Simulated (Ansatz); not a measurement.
Planning a run of Ansatz 0.2.0 on CS2NF5 (P-1). The input:

```yaml
crystal:
  lattice:
    - [4.851, 0.0, 0.0]
    - [-0.2429962821, 7.4030130222, 0.0]
    - [-0.0929160701, -1.0366422871, 7.8775412009]
  atoms:
    - { symbol: C, position: [0.3704668563, 0.511281436, 0.7789674265] }
    - { symbol: C, position: [0.6295331437, 0.488718564, 0.2210325735] }
    - { symbol: S, position: [0.5069110792, 0.6743134807, 0.7030080864] }
    - { symbol: S, position: [0.4930889208, 0.3256865193, 0.2969919136] }
    - { symbol: S, position: [0.1123244275, 0.1912861656, 0.7728123248] }
    - { symbol: S, position: [0.8876755725, 0.8087138344, 0.2271876752] }
    - { symbol: "N", position: [0.2695326305, 0.3914099602, 0.8545470961] }
    - { symbol: "N", position: [0.7304673695, 0.6085900398, 0.1454529039] }
    - { symbol: F, position: [0.9498932602, 0.2824875867, 0.6277270521] }
    - { symbol: F, position: [0.0501067398, 0.7175124133, 0.3722729479] }
    - { symbol: F, position: [0.2661306003, 0.0907955868, 0.9117928285] }
    - { symbol: F, position: [0.7338693997, 0.9092044132, 0.0882071715] }
    - { symbol: F, position: [0.9605213198, -0.0004253749, 0.7012299471] }
    - { symbol: F, position: [0.0394786802, 1.0004253749, 0.2987700529] }
    - { symbol: F, position: [0.860244641, 0.2319621255, 0.89906027] }
    - { symbol: F, position: [0.139755359, 0.7680378745, 0.10093973] }
    - { symbol: F, position: [0.3582205304, 0.1401040865, 0.6410071536] }
    - { symbol: F, position: [0.6417794696, 0.8598959135, 0.3589928464] }
kpoints:
  mp_grid: { grid: [4, 2, 2] }
hamiltonian:
  xc: pbe
  pseudopotentials: { kind: paw, azcp: { folder: soft_1 } }
scf:
  occupations: { method: fixed }
gw:
  n_empty_bands: 494
  ecut_chi: 84
  qp_bands: [v4, c4]
  qp_kpoints: band_edges
  screening: { model: contour_deformation }
```

```sh
ansatz run input.yaml --threads 2 --pin off --max-ram 92160MiB --backend cuda --events-out ev --progress --plain --runs-dir out --devices 1 --max-vram 13GiB
```

Question: Estimate wall time and host memory on 1 × NVIDIA H100 80GB HBM3 (shared by 6 runs) with 2 threads of AMD EPYC 7R13 (Zen 3), shared host.

It took 44 s; on shared hardware allow 22 s to 88 s. Peak host memory was 2.2 GiB. The sizes that set the cost: 5521 plane waves a state, 12 irreducible k points, 550 bands summed, 503 plane waves in the screening and 12 SCF cycles.

The screening grows as filled bands × empty bands × pairs of k points, times the square of the screening basis for the matrix.

[Paths, hosts, dates, memory and timing lines, banners, echoed tables and standing remarks are left out of the program output.]

[Logs are printed without paths, hosts, clocks, repeated set-up lines and the standing remarks that a program may print on its own settings, such as how far it seeks lower states.]

[Runs of the session that timed out or met a known fault of the program may be left out.]

[Cells called generated may have been cut or substituted from an entry of the Crystallography Open Database or the Materials Project.]

[Hosts, paths, dates, database ids (printed as entryN), source tags and the programs' standing remarks are cut or masked in the printed files.]
